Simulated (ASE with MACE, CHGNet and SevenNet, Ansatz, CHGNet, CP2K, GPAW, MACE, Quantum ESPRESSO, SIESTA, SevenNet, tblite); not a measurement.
# Ge(100) slab, H on both faces (90 atoms) in machine-learned potentials

How do the settings of machine-learned potentials change the result for Ge(100) slab, H on both faces (90 atoms)? A plane-wave run serves as the yardstick.

Calculated with ASE with MACE, CHGNet and SevenNet; the method is named at each step.

**1. The starting structure**

The cell holds 90 atoms: 54 Ge and 36 H. Its edges and angles: a = 12.002 Å, b = 12.002 Å, c = 20.839 Å, α = 90.0°, β = 90.0°, γ = 90.0°. It derives from Ge (diamond-structure). Diamond-structure Ge (a = 5.658 Å), (100) slab of 6 atomic planes, 3 x 3 surface cells, H on the broken bonds of both faces, 12 Å of vacuum; displaced by a Gaussian of 0.02 Å. Then every atom was moved at random, 0.03 Å r.m.s. a Cartesian component (hydrogen 0.6 of that). Regions: slab, 54 atoms (54 Ge); hydrogen, 36 atoms (36 H). Vacuum lies along c.

The yardstick, on the same geometry:

* method: Kohn-Sham DFT, PBE, PAW, plane waves (Ansatz 0.2.0); cutoff 420 eV, Γ point, fermi-dirac smearing of 0.05 eV; PAW set soft_2
* r.m.s. force component: 0.5689 eV/Å
* longest force: 3.348 eV/Å
* gap (highest filled to lowest empty level): 1.208 eV
* SCF cycles: 10
* time: 24 s on 8 threads of Arm Neoverse V2, shared host
* CPU time: 3 min

**2. MACE MP-0b3 medium potential**

Method: machine-learned interatomic potential MACE MP-0b3 medium, trained on PBE(+U) plane-wave data.

File run.py:

```python
import numpy as np
from ase.io import read
import mlip  # loads the published weights by name

atoms = read("structure.xyz")
atoms.calc = mlip.calc("mace-mp-0b3-medium")
energy = atoms.get_potential_energy()
forces = atoms.get_forces()
print(f"energy {energy:.6f} eV")
print("forces (eV/A)")
for i, (a, f) in enumerate(zip(atoms, forces)):
    print(f"{i:4d} {a.symbol:2s} {f[0]:10.5f} {f[1]:10.5f} {f[2]:10.5f}")
```

File structure.xyz:

```xyz
90
Lattice="12.00243 0.00000 0.00000 0.00000 12.00243 0.00000 0.00000 0.00000 20.83919" Properties=species:S:1:pos:R:3 pbc="T T T"
Ge 1.99888 2.07114 6.88881
Ge 0.04873 2.03249 8.29483
Ge 12.00219 4.01241 9.74045
Ge 2.09358 0.01476 11.13771
Ge 2.01545 2.00321 12.48955
Ge 0.06493 2.03705 13.97038
Ge 2.03717 5.98393 6.87193
Ge 11.97770 5.96929 8.32171
Ge 0.04981 8.01138 9.74982
Ge 1.96252 4.05358 11.14501
Ge 2.01821 5.99725 12.52498
Ge 0.07994 6.00698 13.92350
Ge 1.99420 9.96826 6.88923
Ge 0.04573 9.97378 8.25586
Ge 0.08606 11.96510 9.73565
Ge 2.04605 7.96649 11.07270
Ge 2.04377 10.04087 12.51748
Ge 0.02629 10.00931 13.96017
Ge 6.00398 2.05794 6.89194
Ge 3.93152 2.03453 8.32276
Ge 4.03942 4.01349 9.69939
Ge 6.02210 0.02581 11.10854
Ge 6.01586 1.98544 12.52352
Ge 4.11611 1.96792 13.93454
Ge 5.98573 6.01430 6.89402
Ge 4.05406 5.99809 8.28712
Ge 4.03078 7.99434 9.60541
Ge 5.95717 3.98133 11.10666
Ge 6.07407 5.97949 12.51789
Ge 4.01625 5.97121 13.97351
Ge 5.99521 10.04351 6.85734
Ge 4.06414 9.94713 8.30629
Ge 4.01421 0.00648 9.70564
Ge 6.01694 7.98354 11.15814
Ge 6.05955 10.01363 12.53852
Ge 4.04350 10.05324 13.98747
Ge 9.95986 1.98976 6.86464
Ge 7.99086 2.03009 8.25670
Ge 7.96541 4.01181 9.77983
Ge 10.01027 11.96438 11.17022
Ge 10.07928 1.99096 12.51185
Ge 8.03239 1.99072 14.01873
Ge 10.00295 6.01706 6.87006
Ge 7.95245 6.04766 8.29400
Ge 8.06647 8.02987 9.72982
Ge 10.04483 4.01253 11.13896
Ge 10.01747 5.98669 12.56499
Ge 8.06383 5.98489 13.92120
Ge 10.02311 9.91821 6.87860
Ge 7.97910 10.01063 8.27545
Ge 8.02386 11.98155 9.74503
Ge 10.00307 7.99062 11.12271
Ge 10.00871 10.04759 12.54457
Ge 8.03803 9.97870 13.90578
H 1.97812 0.76672 6.03607
H 1.99540 3.26778 6.04941
[... 30 atom lines left out ...]
H 10.07172 11.28721 5.97355
H 10.04387 8.78626 6.02315
H 8.01126 11.26248 14.81604
H 8.02314 8.75313 14.81958
```

Command:

```bash
OMP_NUM_THREADS=1 python run.py > output.txt
```

Output:

```text
energy -355.779514 eV
forces (eV/A)
   0 Ge   -0.02458   -1.29380    0.17895
   1 Ge   -0.73593   -0.33855    0.09586
   2 Ge   -0.00214   -0.12624   -0.31864
   3 Ge   -0.38396   -0.09418   -0.06521
   4 Ge    0.52880    0.20843    0.70327
   5 Ge   -0.17267   -0.86101    0.50793
   6 Ge   -0.24968   -0.17877    1.45000
   7 Ge    0.39446    0.41124   -0.30387
   8 Ge   -0.37631   -0.18215   -0.44925
   9 Ge    0.57419   -0.39972   -0.29760
  10 Ge    0.44316    0.33592    0.16948
  11 Ge   -0.54273    0.52342    0.00679
  12 Ge    0.68989    0.30852   -0.58020
  13 Ge   -0.35986    0.04896    0.48281
  14 Ge   -0.38003    0.20810   -0.26775
  15 Ge    0.28847    0.43477    0.43836
  16 Ge    0.06068   -0.54440    0.30524
  17 Ge    0.00036    0.12965   -0.27225
  18 Ge   -0.57433   -1.63737    0.94137
  19 Ge    0.70167   -0.20686   -0.31271
  20 Ge   -0.74992    0.14187    0.12623
  21 Ge   -0.05445   -0.27042    0.12197
  22 Ge    0.71725    0.14469    0.18668
  23 Ge   -1.06290   -0.36138    0.28150
[...]
82 H     0.02736    0.33928   -0.38785
  83 H    -0.01513    0.42590    0.13738
  84 H    -0.01228    0.33130   -0.12832
  85 H     0.01949   -0.27134   -0.07453
  86 H    -0.02957   -1.10036    0.55422
  87 H     0.00887   -1.62734   -1.38112
  88 H     0.00825   -0.50542   -0.21394
  89 H     0.00408    0.02484    0.10665
```

Wall time 6.5 s (1 thread of Arm Neoverse V2, shared host); peak memory 0.87 GiB.

Banners, paths, timers and routine set-up lines are dropped from the logs unmarked, and long logs keep their key lines alone; longer cuts are marked.

Against the reference:

* r.m.s. force component: 0.4762 eV/Å
* r.m.s. difference of force components: 132.8 meV/Å
* longest difference of force vectors: 567.4 meV/Å
* force difference over r.m.s. force: 23.34 %
* slope of forces against the reference's: 0.8231
* correlation of force components: 0.9833

Length of the force difference by element (eV/Å):

```tsv
element	atoms	mean	most
Ge	54	0.25	0.57
H	36	0.12	0.21
```

A closer look about Ge9, picked at random: 9 atoms, nearest first, numbered in the order of the input, with positions taken from that point.

```tsv
atom	x	y	z	distance (Å)	bonds	Fx	Fy	Fz (eV/Å)
Ge9	0.00	0.00	0.00	0.00	4	-0.38	-0.18	-0.45
Ge16	2.00	-0.04	1.32	2.40	4	0.29	0.43	0.44
Ge14	0.00	1.96	-1.49	2.47	4	-0.36	0.05	0.48
Ge52	-2.05	-0.02	1.37	2.47	4	0.44	0.21	0.44
Ge8	-0.07	-2.04	-1.43	2.49	4	0.39	0.41	-0.30
Ge11	1.97	-2.01	2.78	3.95	4	0.44	0.34	0.17
Ge15	0.04	3.95	-0.01	3.95	4	-0.38	0.21	-0.27
Ge17	1.99	2.03	2.77	3.97	4	0.06	-0.54	0.31
Ge13	1.94	1.96	-2.86	3.97	4	0.69	0.31	-0.58
```

Atoms are counted from 1 here, from 0 in the log.

Forces lie 23 % from the reference's, at 0.036 times its CPU time (on 1 against 8 cores).

**3. CHGNet 0.3.0 potential**

Method: machine-learned interatomic potential CHGNet 0.3.0, trained on PBE(+U) plane-wave data.

Changes to run.py since step 2:

```diff
@@ -5,3 +5,3 @@
 atoms = read("structure.xyz")
-atoms.calc = mlip.calc("mace-mp-0b3-medium")
+atoms.calc = mlip.calc("chgnet-0.3.0")
 energy = atoms.get_potential_energy()
```

structure.xyz is that of step 2.

Output:

```text
CHGNet v0.3.0 initialized with 412,525 parameters
CHGNet will run on cpu
energy -356.806152 eV
forces (eV/A)
   0 Ge   -0.03834   -1.25821    0.35718
   1 Ge   -0.43080   -0.25587    0.00484
   2 Ge    0.02927   -0.12756   -0.14373
   3 Ge   -0.25773   -0.05778   -0.12782
   4 Ge    0.19729    0.19303    0.54385
   5 Ge   -0.12959   -0.86530    0.39632
   6 Ge   -0.20624   -0.08761    1.39195
   7 Ge    0.11315    0.28951   -0.27697
   8 Ge   -0.31117   -0.10805   -0.21948
   9 Ge    0.39162   -0.38224   -0.37834
  10 Ge    0.36001    0.32959    0.31160
  11 Ge   -0.34954    0.44939   -0.21732
  12 Ge    0.38327    0.46085   -0.40464
  13 Ge   -0.22151    0.05687    0.14585
  14 Ge   -0.23966    0.13335   -0.06028
  15 Ge    0.28365    0.27723    0.18181
  16 Ge   -0.01723   -0.40069    0.29342
  17 Ge    0.05358    0.13553   -0.22566
  18 Ge   -0.24759   -1.56390    1.05766
  19 Ge    0.32745   -0.20965   -0.27892
  20 Ge   -0.59842    0.08385    0.15689
  21 Ge   -0.04575   -0.24191   -0.06164
  22 Ge    0.50012    0.10410    0.21346
  23 Ge   -0.64447   -0.42487    0.21548
[...]
82 H    -0.00553    0.03120   -0.50756
  83 H    -0.01568    0.87326    0.11033
  84 H     0.00444    0.72101    0.04258
  85 H     0.01420   -0.68645    0.03695
  86 H    -0.00507   -1.49837    0.38568
  87 H     0.02115   -1.23257   -1.40865
  88 H     0.00183   -0.89281   -0.09784
  89 H     0.02011    0.37583    0.27490
```

Run time: 2.6 s. Hardware: 1 thread; peak memory 0.73 GiB.

Against the reference:

```
r.m.s. force component                  : 0.4521 eV/Å
r.m.s. difference of force components   : 222.3 meV/Å
longest difference of force vectors     : 678.4 meV/Å
force difference over r.m.s. force      : 39.08 %
slope of forces against the reference's : 0.7395
correlation of force components         : 0.9304
```

Against the first run (23 %), the force difference from the reference is 39 %, at 0.40 times the CPU time.

**4. SevenNet 0 potential**

Method: machine-learned interatomic potential SevenNet 0, trained on PBE(+U) plane-wave data.

Changes to run.py since step 3:

```diff
@@ -5,3 +5,3 @@
 atoms = read("structure.xyz")
-atoms.calc = mlip.calc("chgnet-0.3.0")
+atoms.calc = mlip.calc("7net-0")
 energy = atoms.get_potential_energy()
```

structure.xyz is that of step 3.

Output:

```text
energy -354.852325 eV
forces (eV/A)
   0 Ge   -0.05317   -1.28340    0.43987
   1 Ge   -0.60765   -0.30523   -0.05815
   2 Ge    0.00055   -0.13616   -0.14452
   3 Ge   -0.30631   -0.07887   -0.16540
   4 Ge    0.39522    0.18004    0.65137
   5 Ge   -0.14927   -0.90886    0.25570
   6 Ge   -0.24842   -0.11896    1.86732
   7 Ge    0.38474    0.39459   -0.41853
   8 Ge   -0.29184   -0.13093   -0.21788
   9 Ge    0.46119   -0.34085   -0.37538
  10 Ge    0.45981    0.30444    0.31042
  11 Ge   -0.44405    0.47853   -0.24280
  12 Ge    0.51608    0.32521   -0.32760
  13 Ge   -0.37121    0.04561    0.26436
  14 Ge   -0.31553    0.17246   -0.04495
  15 Ge    0.24125    0.34217    0.18070
  16 Ge    0.04565   -0.45991    0.43999
  17 Ge    0.06973    0.17894   -0.58156
  18 Ge   -0.39981   -1.57079    1.24007
  19 Ge    0.57319   -0.17243   -0.39194
  20 Ge   -0.60654    0.09163    0.21676
  21 Ge   -0.07191   -0.27227   -0.06251
  22 Ge    0.70571    0.10024    0.30711
  23 Ge   -0.83706   -0.35776    0.01542
[...]
82 H    -0.00260   -0.38481   -0.60758
  83 H    -0.02200    1.10421   -0.08895
  84 H    -0.01411    1.07081    0.00763
  85 H     0.03132   -0.99199    0.09365
  86 H     0.02198   -1.76942    0.35558
  87 H     0.03759   -0.77050   -1.51394
  88 H    -0.02590   -1.21978   -0.10846
  89 H     0.03316    0.75839    0.28584
```

The job ended after 5.8 s (1 thread; peak memory 0.81 GiB).

Compared with the plane-wave run:

```
r.m.s. force component                  : 0.5456 eV/Å
r.m.s. difference of force components   : 279.3 meV/Å
longest difference of force vectors     : 866.3 meV/Å
force difference over r.m.s. force      : 49.1 %
slope of forces against the reference's : 0.8395
correlation of force components         : 0.8752
```

Against the first run (23 %), the force difference from the reference is 49 %, at 0.90 times the CPU time.

**5. The ladder**

Differences are against the plane-wave reference, forces as r.m.s. over components; share is that over the reference's r.m.s. force, slope the least-squares factor from reference forces to these. Total energies of different programs have different zeros and aren't compared.

```tsv
run	Δ force, r.m.s. (meV/Å)	share (%)	slope	cores	CPU time	memory (GiB)
reference	-	-	-	8	3 min	3.9
MACE MP-0b3 medium potential	133	23.3	0.823	1	6.5 s	0.87
CHGNet 0.3.0 potential	222	39.1	0.740	1	2.6 s	0.73
SevenNet 0 potential	279	49.1	0.840	1	5.8 s	0.81
```

Times of the machine-learned potentials are mostly Python's start and the loading of weights.

CPU time is summed over cores on a shared host, where runs went side by side, so it is rough. Symmetry, cutoffs, thresholds, outputs and thread counts weren't matched or tuned between programs; memory under MPI is the largest rank's times the ranks.

**6. What came out**

| Item | Value |
| --- | --- |
| nearest in forces | MACE MP-0b3 medium potential, 23 % |
| its CPU time | 6.5 s |

**Reading.** Machine-learned potentials differ by 23 % (MACE MP-0b3 medium potential) to 49 % (SevenNet 0 potential); they were trained on other programs' data. Among those trained on PBE data the slope goes as low as 0.74, which softening far from their training structures can give, though the reference's k-sampling is untested too. Machine-learned potentials mimic data converged in k, so the reference's own k-point error enters their differences. The electronic-structure runs sample only Γ, in a cell whose shortest periodic width is 12 Å.

[Also dropped from logs without a mark: logging warnings of Python, and SIESTA's first energy breakdown and zero terms.]

[Logs are printed without paths, hosts, clocks, repeated set-up lines and the standing remarks that a program may print on its own settings, such as how far it seeks lower states.]

[Hosts, paths, dates, database ids (printed as entryN), source tags and the programs' standing remarks are cut or masked in the printed files.]
